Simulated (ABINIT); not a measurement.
**CaC2 (R-3m): G0W0 with ABINIT, start to end**

How does a plane-wave GW calculation on CaC2 (R-3m) run from the first input to the gap?

Main program and level: ABINIT 10.8.3; PBEsol and many-body steps on it, plane waves.

This is a report of a sequence of runs, with most program output left out.

## Step 1: The structure

Symmetry: R-3m, No. 166, trigonal system. Conventional cell: a = 3.889 Å, b = 3.889 Å, c = 11.862 Å, α = 90.00°, β = 90.00°, γ = 120.00°. Nearest to Ca lie 6 C at 2.62 Å. Nearest to C lie 1 C at 1.26 Å and 3 Ca at 2.62 Å. Farther neighbours are not listed.

The cell and positions are those that the Materials Project relaxed with its own functionals (PBE, PBE+U or r2SCAN), kept fixed.

## Step 2: Ground state

This step: ABINIT 10.8.3; DFT, PBEsol, plane waves, norm-conserving pseudopotentials.

The ground-state density comes first.

The input, run.abi:

```
acell 3*1.0 Angstrom
rprim 
  1.944397984288 1.122598699617 3.953874776707
  -1.944397984288 1.122598699617 3.953874776707
  -0.000000000000 -2.245197399304 3.953874776686
ntypat 2
znucl 20 6
natom 3
typat 1 2 2
xred 
  0.000000000000 0.000000000000 0.000000000000
  0.552915000000 0.552915000000 0.552915000000
  0.447085000000 0.447085000000 0.447085000000
pp_dirpath "pseudos"
pseudos "Ca.upf, C.upf"
ecut 37
ngkpt 6 6 6
nshiftk 1
shiftk 0 0 0
kptopt 1
chksymbreak 0
nband 14
occopt 1
tolvrs 1e-10
nstep 60
prtwf 0
optforces 0
optstress 0
indata_prefix "in"
outdata_prefix "out"
tmpdata_prefix "tmp"
```

Run with:

```sh
$ OMP_NUM_THREADS=1 mpirun -n 8 abinit run.abi > log
```

Run time: 11 s. Hardware: 8 MPI ranks of Arm Neoverse V1, shared host; peak memory 0.74 GiB; 88 s of CPU time.

Numbers from this step:

* total energy: -1377.9519 eV
* gap: 2.585 eV
* k of the valence top: 0.5, 0.5, 0.5
* k of the conduction bottom: 0.5, 0.5, 0
* least direct gap: 3.889 eV

The gap is indirect, with the least direct gap 1.30 eV higher.

## Step 3: Bands along the symmetry lines

The cheap functional maps the bands first; the places of the edges decide which points the dearer methods must see.

The input, run.abi:

```
acell 3*1.0 Angstrom
rprim 
  1.944397984288 1.122598699617 3.953874776707
  -1.944397984288 1.122598699617 3.953874776707
  -0.000000000000 -2.245197399304 3.953874776686
ntypat 2
znucl 20 6
natom 3
typat 1 2 2
xred 
  0.000000000000 0.000000000000 0.000000000000
  0.552915000000 0.552915000000 0.552915000000
  0.447085000000 0.447085000000 0.447085000000
pp_dirpath "pseudos"
pseudos "Ca.upf, C.upf"
ecut 37
iscf -2
irdden 1
kptopt 0
nkpt 59
kpt 
  0.00000000 0.00000000 0.00000000
  0.06250000 0.06250000 0.06250000
  0.12500000 0.12500000 0.12500000
  0.18750000 0.18750000 0.18750000
  0.25000000 0.25000000 0.25000000
  0.31250000 0.31250000 0.31250000
  0.37500000 0.37500000 0.37500000
  0.43750000 0.43750000 0.43750000
  0.50000000 0.50000000 0.50000000
  0.53494895 0.46505105 0.50000000
  0.56989789 0.43010211 0.50000000
  0.60484684 0.39515317 0.50000000
  0.63979578 0.36020422 0.50000000
  0.67474473 0.32525528 0.50000000
  0.70969367 0.29030633 0.50000000
  0.74464261 0.25535739 0.50000000
  0.77959156 0.22040844 0.50000000
  0.50000000 -0.22040844 0.22040844
  0.50000000 -0.19285739 0.19285739
  0.50000000 -0.16530633 0.16530633
  0.50000000 -0.13775528 0.13775528
  0.50000000 -0.11020422 0.11020422
  0.50000000 -0.08265317 0.08265317
  0.50000000 -0.05510211 0.05510211
  0.50000000 -0.02755105 0.02755105
  0.50000000 0.00000000 0.00000000
  0.43750000 0.00000000 0.00000000
  0.37500000 0.00000000 0.00000000
  0.31250000 0.00000000 0.00000000
  0.25000000 0.00000000 0.00000000
  0.18750000 0.00000000 0.00000000
  0.12500000 0.00000000 0.00000000
  0.06250000 0.00000000 0.00000000
  0.00000000 0.00000000 0.00000000
  0.04502553 -0.04502553 0.00000000
  0.09005106 -0.09005106 0.00000000
  0.13507658 -0.13507658 0.00000000
  0.18010211 -0.18010211 0.00000000
  0.22512764 -0.22512764 0.00000000
  0.27015317 -0.27015317 0.00000000
  0.31517869 -0.31517869 0.00000000
  0.36020422 -0.36020422 -0.00000000
  0.63979578 0.00000000 0.36020422
  0.62232131 0.00000000 0.37767869
  0.60484684 0.00000000 0.39515317
  0.58737236 0.00000000 0.41262764
  0.56989789 0.00000000 0.43010211
  0.55242342 0.00000000 0.44757658
  0.53494895 0.00000000 0.46505105
  0.51747447 0.00000000 0.48252553
  0.50000000 0.00000000 0.50000000
  0.43750000 0.00000000 0.43750000
  0.37500000 0.00000000 0.37500000
  0.31250000 0.00000000 0.31250000
  0.25000000 0.00000000 0.25000000
  0.18750000 0.00000000 0.18750000
  0.12500000 0.00000000 0.12500000
  0.06250000 0.00000000 0.06250000
  0.00000000 0.00000000 0.00000000
istwfk *1
nband 16
nbdbuf 2
tolwfr 1e-08
nstep 40
prtwf 0
prtvol 0
indata_prefix "in"
outdata_prefix "out"
tmpdata_prefix "tmp"
```

It took 14 s on 8 MPI ranks; peak memory 0.57 GiB.

This step gave:

```yaml
gap: 2.585 eV
k_of_the_valence_top: 0.5, 0.5, 0.5
k_of_the_conduction_bottom: 0.5, 0, 0.5
least_direct_gap: 3.890 eV
```

The gap is 2.585 eV, as in the run before at this level.

Electronic bands along the path, in eV, zero at the top of the highest filled band:

```tsv
point	band 6	band 7	band 8	band 9	band 10	band 11	band 12	band 13
Γ	-2.86	-2.80	-0.83	-0.83	3.07	3.07	4.21	5.50
halfway	-4.47	-1.21	-1.21	-0.95	4.20	4.20	4.55	5.82
T	-5.14	-1.51	-1.51	0.00	5.54	5.69	5.90	5.90
halfway	-4.61	-1.93	-1.55	-0.39	4.40	4.60	5.57	6.17
H2	-3.78	-2.18	-2.05	-0.94	3.25	4.16	5.59	6.37
jump to H0	-3.78	-2.18	-2.05	-0.94	3.25	4.16	5.59	6.37
halfway	-3.76	-2.59	-1.85	-1.12	3.93	4.54	5.84	6.09
L	-3.93	-2.79	-1.55	-1.18	4.93	5.07	5.11	6.21
halfway	-3.54	-2.47	-1.28	-1.22	3.63	3.84	5.12	5.67
Γ	-2.86	-2.80	-0.83	-0.83	3.07	3.07	4.21	5.50
halfway	-3.37	-2.77	-1.34	-1.25	3.54	3.76	5.24	6.13
S0	-3.70	-2.19	-2.06	-1.11	3.25	4.28	5.67	6.38
jump to S2	-3.70	-2.19	-2.06	-1.11	3.25	4.28	5.67	6.38
halfway	-3.72	-2.13	-1.62	-1.23	2.79	4.13	5.05	6.64
F	-3.72	-2.14	-1.33	-1.31	2.59	3.99	4.74	6.89
halfway	-3.80	-2.00	-1.38	-1.14	3.33	3.67	4.87	6.21
Γ	-2.86	-2.80	-0.83	-0.83	3.07	3.07	4.21	5.50
```

## Step 4: Empty states on the mesh, 4×4×4 mesh, 42 bands

The sums over transitions need many empty states on a uniform mesh; this step solves for them.

The input, run.abi:

```
acell 3*1.0 Angstrom
rprim 
  1.944397984288 1.122598699617 3.953874776707
  -1.944397984288 1.122598699617 3.953874776707
  -0.000000000000 -2.245197399304 3.953874776686
ntypat 2
znucl 20 6
natom 3
typat 1 2 2
xred 
  0.000000000000 0.000000000000 0.000000000000
  0.552915000000 0.552915000000 0.552915000000
  0.447085000000 0.447085000000 0.447085000000
pp_dirpath "pseudos"
pseudos "Ca.upf, C.upf"
ecut 37
ngkpt 4 4 4
nshiftk 1
shiftk 0 0 0
kptopt 1
chksymbreak 0
iscf -2
irdden 1
istwfk *1
nband 42
nbdbuf 4
tolwfr 1e-09
nstep 60
prtvol 0
indata_prefix "in"
outdata_prefix "out"
tmpdata_prefix "tmp"
```

It took 8.4 s on 8 MPI ranks; peak memory 0.56 GiB.

Numbers from this step:

- gap: 2.585 eV
- k of the valence top: 0.5, 0.5, 0.5
- k of the conduction bottom: 0.5, 0.5, 0
- least direct gap: 3.890 eV
- k points computed: 13
- lowest point of the top converged band, above the valence top: 30.94 eV

On this mesh the gap is 2.585 eV.

## Step 5: Screening, 4×4×4 mesh, 38 bands, screening to 87.1 eV

The RPA dielectric matrix is built and inverted for each q.

This step: RPA screening on PBEsol, plane waves, norm-conserving pseudopotentials.

run.abi: that of step 4 with these lines changed.

```diff
@@ -21,10 +21,11 @@
 chksymbreak 0
-iscf -2
-irdden 1
 istwfk *1
-nband 42
-nbdbuf 4
-tolwfr 1e-09
-nstep 60
-prtvol 0
+occopt 1
+irdwfk 1
+optdriver 3
+nband 38
+ecuteps 3.2
+inclvkb 2
+awtr 1
+symchi 1
 indata_prefix "in"
```

It took 11 s on 8 MPI ranks; peak memory 1.4 GiB; 87 s of CPU time.

This step gave:

```
ε∞ with local fields, on this mesh, along the program's q direction : 3.791
the same without local fields                                       : 4.695
plasma frequency                                                    : 21.89 eV
plane waves in the screening matrix                                 : 97
```

Local fields lower ε∞ by 19 %.

## Step 6: Self-energy, 4×4×4 mesh, 38 bands, screening to 87.1 eV

The self-energy is evaluated for the states that the input lists, and the levels follow from it, in one-shot runs by the linearised quasiparticle equation.

This step: G0W0 on PBEsol, plane waves, norm-conserving pseudopotentials.

run.abi: that of step 5 with these lines changed.

```diff
@@ -24,8 +24,19 @@
 irdwfk 1
-optdriver 3
+optdriver 4
 nband 38
+gwcalctyp 0
+ecutsigx 37
+symsigma 1
+nkptgw 3
+kptgw 
+  0.5000000000 0.5000000000 0.5000000000
+  0.5000000000 0.5000000000 0.0000000000
+  0.0000000000 0.0000000000 0.0000000000
+bdgw 
+  7 11
+  8 11
+  8 11
 ecuteps 3.2
-inclvkb 2
-awtr 1
-symchi 1
+irdscr 1
+ppmodel 1
 indata_prefix "in"
```

Elapsed: 4.3 s, on 8 MPI ranks; peak memory 1.3 GiB; 33 s of CPU time.

Numbers from this step:

```
G0W0 gap on the points computed              : 4.557 eV
starting gap on the mesh                     : 2.585 eV
k of the valence top                         : 0.5, 0.5, 0.5
k of the conduction bottom                   : 0.5, 0.5, 0
Z at the valence top                         : 0.779
Z at the conduction bottom                   : 0.817
least direct G0W0 gap on the computed points : 5.962 eV
```

The gap on the mesh goes from 2.59 eV to 4.56 eV, a correction of +1.97 eV.

Limits: finite bands, cutoff and mesh. v1 is the top filled band, c1 the lowest empty one. The levels before and after the correction (eV, zero at the valence-band top of each column):

```tsv
	conduction bottom	valence top
Kohn-Sham	2.59	0.00
G0W0	4.56	0.00
```

```tsv
	level	energy (eV)
Kohn-Sham	(0.5 0.5 0.5) v3-v2	-1.508
Kohn-Sham	(0.5 0.5 0.5) v1	0.000
Kohn-Sham	(0.5 0.5 0.5) c1	5.544
Kohn-Sham	(0.5 0.5 0.5) c2	5.686
Kohn-Sham	(0.5 0.5 0) v2	-1.329
Kohn-Sham	(0.5 0.5 0) v1	-1.305
Kohn-Sham	(0.5 0.5 0) c1	2.585
Kohn-Sham	(0.5 0.5 0) c2	3.995
G0W0	(0.5 0.5 0.5) v3-v2	-1.672
G0W0	(0.5 0.5 0.5) v1	0.000
G0W0	(0.5 0.5 0.5) c1	6.693
G0W0	(0.5 0.5 0.5) c2	8.589
G0W0	(0.5 0.5 0) v2	-1.580
G0W0	(0.5 0.5 0) v1	-1.405
G0W0	(0.5 0.5 0) c1	4.557
G0W0	(0.5 0.5 0) c2	6.624
```

## Step 7: Where the time went

Times are wall times on 8 MPI ranks of Arm Neoverse V1, shared host, good to a factor of about two.

```tsv
step	time	share	memory (GiB)
ground state	11 s	23 %	0.74
bands along the symmetry lines	14 s	29 %	0.57
empty states on the mesh	8.4 s	17 %	0.56
screening	11 s	23 %	1.4
self-energy	4.3 s	9 %	1.3
```

## Step 8: Results

```yaml
pbesol_gap: 2.59 eV, indirect
g0w0_gap_on_the_mesh: 4.56 eV
gw_settings: 4×4×4 mesh, 38 bands, screening to 87.1 eV, Godby-Needs plasmon pole
known_limits: not at the basis limit
```

In words: G0W0 moves the gap on the mesh from 2.59 eV to 4.56 eV (+1.97 eV), with Z of 0.78 and 0.82 at the edges. Local fields lower the RPA ε∞ on this mesh from 4.69 to 3.79. Only 3 of the mesh's irreducible points were corrected, so a valley elsewhere could overtake. Bands and cutoff are finite, so the gap is not at the basis limit. The miss can reach some tenths of an eV and take either sign; the mesh is an error of its own. In the G0W0 run levels were corrected at 3 k points alone, so a gap called «on the mesh» is the least over those, and an edge elsewhere would be missed.

[Paths, hosts, dates, memory and timing lines, banners, echoed tables and standing remarks are left out of the program output.]

[Logs are printed without paths, hosts, clocks, repeated set-up lines and the standing remarks that a program may print on its own settings, such as how far it seeks lower states.]

[Runs of the session that timed out or met a known fault of the program may be left out.]

[Hosts, paths, dates, database ids (printed as entryN), source tags and the programs' standing remarks are cut or masked in the printed files.]

[G0W0 gaps are taken among the corrected bands and points alone; a level outside them can change the order at an edge.]

[Where Ansatz stands beside ABINIT at settings called matched, ABINIT's density can come from a denser mesh and the files from another edition; pairs whose starting gaps differed by over 0.03 eV were left out, so agreement reads better than it is.]
